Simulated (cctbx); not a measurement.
**Occupancies in CaZrPt**

Cell a = 7.2900 Å, b = 4.5530 Å, c = 7.8000 Å, α = 90.00°, β = 90.00°, γ = 90.00°; space group Pnma (no. 62); nominal formula CaZrPt.

Simulated single-crystal data (cctbx): Mo Kα, λ = 0.71073 Å, to d = 0.75 Å, 95 % of the full sphere, strongest reflection 20000 counts, noise from counting, a 2 % proportional error and a noise floor of 2 counts (s.d.); no absorption.

With every site full:

```text
Rint 0.024, 358 unique reflections to 0.75 A
cycle     R1     wR2    GooF  max shift (A)
   1  0.1036  0.2323  12.428   0.00158
   2  0.0228  0.0579   3.099   0.00001
final R1 0.0228 wR2 0.0579 GooF 3.099  parameters 18  data/parameter 19.9
atom        x        y        z      Ueq    occ   su(xyz)  su(Uiso or U11)
Pt1    0.79311  0.75000  0.60452   0.0124  1.000  0.00006  0.0002
Zr1    0.67037  0.75000  0.92881   0.0302  1.000  0.00023  0.0008
Ca2    0.01364  0.75000  0.19183   0.0109  1.000  0.00032  0.0011
difference map: max 2.61 min -2.09 rms 0.42
Q1    0.9965  0.2500  0.8322    4    2.62  0.20 A from Ca2
Q2    0.0248  0.5676  0.7524    8    0.62  1.54 A from Ca2
Q3    0.1020  0.2500  0.4243    4    0.61  0.80 A from Pt1
Q4    0.2228  0.7500  0.9102    4    0.58  0.53 A from Pt1
Q5    0.2149  0.5242  0.9140    8    0.56  1.18 A from Pt1
Q6    0.1869  0.7500  0.1469    4    0.55  1.31 A from Ca2
```

With the occupancies of the suspect sites free, each still typed as its main element:

```text
Rint 0.024, 358 unique reflections to 0.75 A
cycle     R1     wR2    GooF  max shift (A)
   1  0.0939  0.2211  11.868   0.00073
  12  0.0082  0.0182   0.975   0.00001
final R1 0.0082 wR2 0.0181 GooF 0.973  parameters 20  data/parameter 17.9
atom        x        y        z      Ueq    occ   su(xyz)  su(Uiso or U11)
Pt1    0.79309  0.75000  0.60453   0.0126  1.000  0.00002  0.0001
Zr1    0.67027  0.75000  0.92898   0.0251  0.906  0.00007  0.0003
Ca2    0.01346  0.75000  0.19186   0.0196  1.195  0.00010  0.0004
su of occupancy Zr1: 0.003
su of occupancy Ca2: 0.005
difference map: max 0.50 min -0.49 rms 0.13
Q1    0.2056  0.2500  0.0729    4    0.54  0.90 A from Zr1
Q2    0.1822  0.7500  0.1713    4    0.53  1.24 A from Ca2
Q3    0.0817  0.2500  0.4215    4    0.49  0.94 A from Pt1
Q4    0.2124  0.5357  0.9106    8    0.48  1.15 A from Pt1
Q5    0.1255  0.2500  0.9827    4    0.48  1.64 A from Zr1
Q6    0.0926  0.5506  0.2493    8    0.47  1.17 A from Ca2
```

**Question.** What is the disorder?

X-rays count electrons. Zr1 refines to 0.906(0.003), or 36.2 electrons; the site truly holds 0.8 Zr and 0.2 Ca, 36.0 electrons, which is 0.900 of Zr; Ca2 refines to 1.195(0.005), or 23.9 electrons; the site truly holds 0.8 Ca and 0.2 Zr, 24.0 electrons, which is 1.200 of Ca. A value under 1 can't tell vacancies from a lighter guest, and one over 1 needs a heavier guest; chemistry or a second radiation must settle which. Occupancy correlates with U and the scale, and the two elements' form factors differ in shape, so the match is approximate.

Freeing them takes R1 from 0.0228 to 0.0082 and GooF from 3.10 to 0.97.

The model is made up (kin elements in a known structure type, no relaxation), so it says nothing on whether the phase exists.

[Middle refinement cycles are left out of these outputs.]

[Logs are printed without paths, hosts, clocks, repeated set-up lines and the standing remarks that a program may print on its own settings, such as how far it seeks lower states.]
